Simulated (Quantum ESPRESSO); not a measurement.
## MnSe: parallel and opposed starts

A self-consistent run ends on one state, which hangs on the start. Several orders of MnSe are started in Quantum ESPRESSO and their energies compared.

Program: Quantum ESPRESSO 7.5. Level of theory: PBEsol with U = 4 eV on Mn d (ortho-atomic projectors); plane waves with GBRV 1.5 PBEsol potentials, no spin-orbit coupling. Results are calculated unless marked as measured.

This is a report of a sequence of runs, with most program output left out.

The database entry behind the starting cell differs from later determinations by our own check (about 0.4 % short), so it need not match the best structure at ambient conditions.

### 1. Starting point

The structure is cubic, space group Fm-3m (No. 225). Conventional cell: a = 5.440 Å, b = 5.440 Å, c = 5.440 Å, α = 90.00°, β = 90.00°, γ = 90.00°. Mn has 6 Se at 2.72 Å nearest. Se has 6 Mn at 2.72 Å nearest. Farther neighbours and most contacts between anions are not listed.

The cell comes from the Crystallography Open Database.

### 2. Start 1: ferro +

The signs are those of the starting moments on the seeded atoms, the atoms that are given a moment.

pw.in

```
&CONTROL
  calculation = 'scf'
  prefix = 'pwscf'
  outdir = './tmp'
  pseudo_dir = './pseudo'
  disk_io = 'nowf'
/
&SYSTEM
  ibrav = 0
  nat = 2
  ntyp = 2
  ecutwfc = 40
  ecutrho = 280
  nbnd = 19
  occupations = 'smearing'
  smearing = 'fd'
  degauss = 0.00367493
  nspin = 2
  starting_magnetization(1) = 0.3
  starting_magnetization(2) = 0
/
&ELECTRONS
  conv_thr = 4d-09
  electron_maxstep = 150
  mixing_beta = 0.3
/
ATOMIC_SPECIES
Mn     54.9380 mn_pbesol_v1.5.uspp.F.UPF
Se     78.9710 se_pbesol_v1.uspp.F.UPF
CELL_PARAMETERS angstrom
   0.0000000000    2.7200000000    2.7200000000
   2.7200000000    0.0000000000    2.7200000000
   2.7200000000    2.7200000000    0.0000000000
ATOMIC_POSITIONS crystal
Mn      0.0000000000    0.0000000000    0.0000000000
Se      0.5000000000    0.5000000000    0.5000000000
K_POINTS automatic
6 6 6 0 0 0
HUBBARD {ortho-atomic}
U Mn-3d 4.0000
```

Started as:

```bash
OMP_NUM_THREADS=1 mpirun -n 4 pw.x -nk 4 -in pw.in > pw.out
```

Elapsed: 4.4 s, on 4 MPI ranks of AMD EPYC 9R14 (Zen 4), shared host; peak memory 0.36 GiB; 16 s of CPU time.

Spin moment in the atom's sphere by atom:

| atom | spin moment in the atom's sphere (μB) |
| --- | --- |
| Mn1 | 4.56 |
| Se2 | 0.08 |

This step gave:

```yaml
smearing_term_ts: 0.001510 eV
magnetization: 5 μB
absolute_magnetization: 5 μB
final_state: ferromagnetic
```

### 3. Run 2 (antiferro q=(0,1/2,1/2) +−)

This order needs a doubled cell of 4 atoms. The wavevector q is in fractions of the reciprocal vectors of the crystal's primitive cell, as the cells of these inputs are built from it; moments change sign between cells as cos(2π q·R).

pw.in

```
&CONTROL
  calculation = 'scf'
  prefix = 'pwscf'
  outdir = './tmp'
  pseudo_dir = './pseudo'
  disk_io = 'nowf'
/
&SYSTEM
  ibrav = 0
  nat = 4
  ntyp = 3
  ecutwfc = 40
  ecutrho = 280
  nbnd = 30
  occupations = 'smearing'
  smearing = 'fd'
  degauss = 0.00367493
  nspin = 2
  starting_magnetization(1) = 0.3
  starting_magnetization(2) = -0.3
  starting_magnetization(3) = 0
/
&ELECTRONS
  conv_thr = 8d-09
  electron_maxstep = 150
  mixing_beta = 0.3
/
ATOMIC_SPECIES
Mn1    54.9380 mn_pbesol_v1.5.uspp.F.UPF
Mn2    54.9380 mn_pbesol_v1.5.uspp.F.UPF
Se     78.9710 se_pbesol_v1.uspp.F.UPF
CELL_PARAMETERS angstrom
   0.0000000000    2.7200000000    2.7200000000
   5.4400000000    0.0000000000    5.4400000000
   5.4400000000    2.7200000000    2.7200000000
ATOMIC_POSITIONS crystal
Mn1     0.0000000000    0.0000000000    0.0000000000
Mn2     0.0000000000    0.5000000000    0.0000000000
Se      0.5000000000    0.0000000000    0.5000000000
Se      0.5000000000    0.5000000000    0.5000000000
K_POINTS automatic
6 3 6 0 0 0
HUBBARD {ortho-atomic}
U Mn1-3d 4.0000
U Mn2-3d 4.0000
```

The job ended after 20 s (4 MPI ranks; peak memory 0.64 GiB; 78 s of CPU time).

Spin moment in the atom's sphere by atom:

| atom | spin moment in the atom's sphere (μB) |
| --- | --- |
| Mn1 | 4.54 |
| Mn2 | -4.54 |
| Se3 | -0.03 |
| Se4 | 0.03 |

Read from the output:

* smearing term TS: 0.001979 eV
* magnetization: 0 μB
* absolute magnetization: 9.752 μB
* final state: antiferromagnetic

### 4. Run 3 (antiferro q=(0,0,1/2) +−)

The cell is doubled to 4 atoms to hold this order.

pw.in, as its differences from that of step 3:

```diff
@@ -33,11 +33,11 @@
    0.0000000000    2.7200000000    2.7200000000
-   5.4400000000    0.0000000000    5.4400000000
-   5.4400000000    2.7200000000    2.7200000000
+   2.7200000000    0.0000000000    2.7200000000
+   5.4400000000    5.4400000000    0.0000000000
 ATOMIC_POSITIONS crystal
 Mn1     0.0000000000    0.0000000000    0.0000000000
-Mn2     0.0000000000    0.5000000000    0.0000000000
-Se      0.5000000000    0.0000000000    0.5000000000
-Se      0.5000000000    0.5000000000    0.5000000000
+Mn2     0.0000000000    0.0000000000    0.5000000000
+Se      0.5000000000    0.5000000000    0.2500000000
+Se      0.5000000000    0.5000000000    0.7500000000
 K_POINTS automatic
-6 3 6 0 0 0
+6 6 3 0 0 0
 HUBBARD {ortho-atomic}
```

Elapsed: 13 s, on 4 MPI ranks; peak memory 0.53 GiB.

Spin moment in the atom's sphere by atom:

| atom | spin moment in the atom's sphere (μB) |
| --- | --- |
| Mn1 | 4.47 |
| Mn2 | -4.47 |
| Se3 | 0.00 |
| Se4 | 0.00 |

Read from the output:

* smearing term TS: 4.46e-8 eV
* magnetization: 0 μB
* absolute magnetization: 9.478 μB
* final state: antiferromagnetic

### 5. Energies of the orders

An order is kept where moments of 0.15 μB or more survive with the typed signs; meshes match where a doubled cell samples the same k points as the first cell.

Orders:

| start | final state | typed order kept | energy over the lowest (meV a seeded atom) | largest site moment (μB) | net moment (μB a cell of the first run) | mesh matched | CPU time (s) |
| --- | --- | --- | --- | --- | --- | --- | --- |
| ferro + | ferromagnetic | yes | 38.69 | 4.564 | 5 | yes | 16.2 |
| antiferro q=(0,1/2,1/2) +- | antiferromagnetic | yes | 28.67 | 4.536 | 0 | yes | 77.86 |
| antiferro q=(0,0,1/2) +- | antiferromagnetic | yes | 0 | 4.473 | 0 | yes | 52.38 |

### 6. Energy mapping

E = −Σ J e·e over ordered pairs of unit vectors, so each pair counts twice. As many shells are taken as there are differences of energy, so the couplings are solved for and no residual tests the model; further shells are folded in, and shells whose pairs keep their relative signs in all orders cancel and are not probed. Couplings from the energies:

| pair | distance (Å) | neighbours an atom | J (meV) |
| --- | --- | --- | --- |
| Mn-Mn | 3.847 | 12 | -0.6264 |
| Mn-Mn | 5.44 | 6 | -2.598 |

### 7. Occupations of the corrected shells in the lowest state

Occupations of the Hubbard shells:

| block | type | shell | spin | electrons | occupation numbers |
| --- | --- | --- | --- | --- | --- |
| 1 | Mn1 | 3d | up | 4.971 | 0.991 0.991 0.996 0.996 0.997 |
| 1 | Mn1 | 3d | down | 0.3038 | 0.021 0.021 0.022 0.120 0.120 |
| 2 | Mn2 | 3d | up | 0.3038 | 0.021 0.021 0.022 0.120 0.120 |
| 2 | Mn2 | 3d | down | 4.971 | 0.991 0.991 0.996 0.996 0.997 |

### 8. Results

```json
{
 "lowest state found": "antiferromagnetic (from antiferro q=(0,0,1/2) +-)",
 "largest site moment": "4.47 μB",
 "next state with moments": "antiferromagnetic, 28.7 meV a seeded atom higher",
 "J of the weightiest shell (Mn-Mn, 5.44 Å; E = −Σ J e·e, ordered pairs)": "-2.60 meV"
}
```

**Reading.** The largest moment changes by 2.0 % between the kept orders, as for well localised moments. This is the lowest of 3 collinear or spinless starts, no proof of the ground state.

[Logs and program files are shortened in this print: banners, set-up blocks, solver, clock and traceback lines can be left out without a mark of their own.]

[Logs are printed without paths, hosts, clocks, repeated set-up lines and the standing remarks that a program may print on its own settings, such as how far it seeks lower states.]

[Hosts, paths, dates, database ids (printed as entryN), source tags and the programs' standing remarks are cut or masked in the printed files.]

[Where a cell is said to come from a database of computed structures, the database is the Materials Project.]
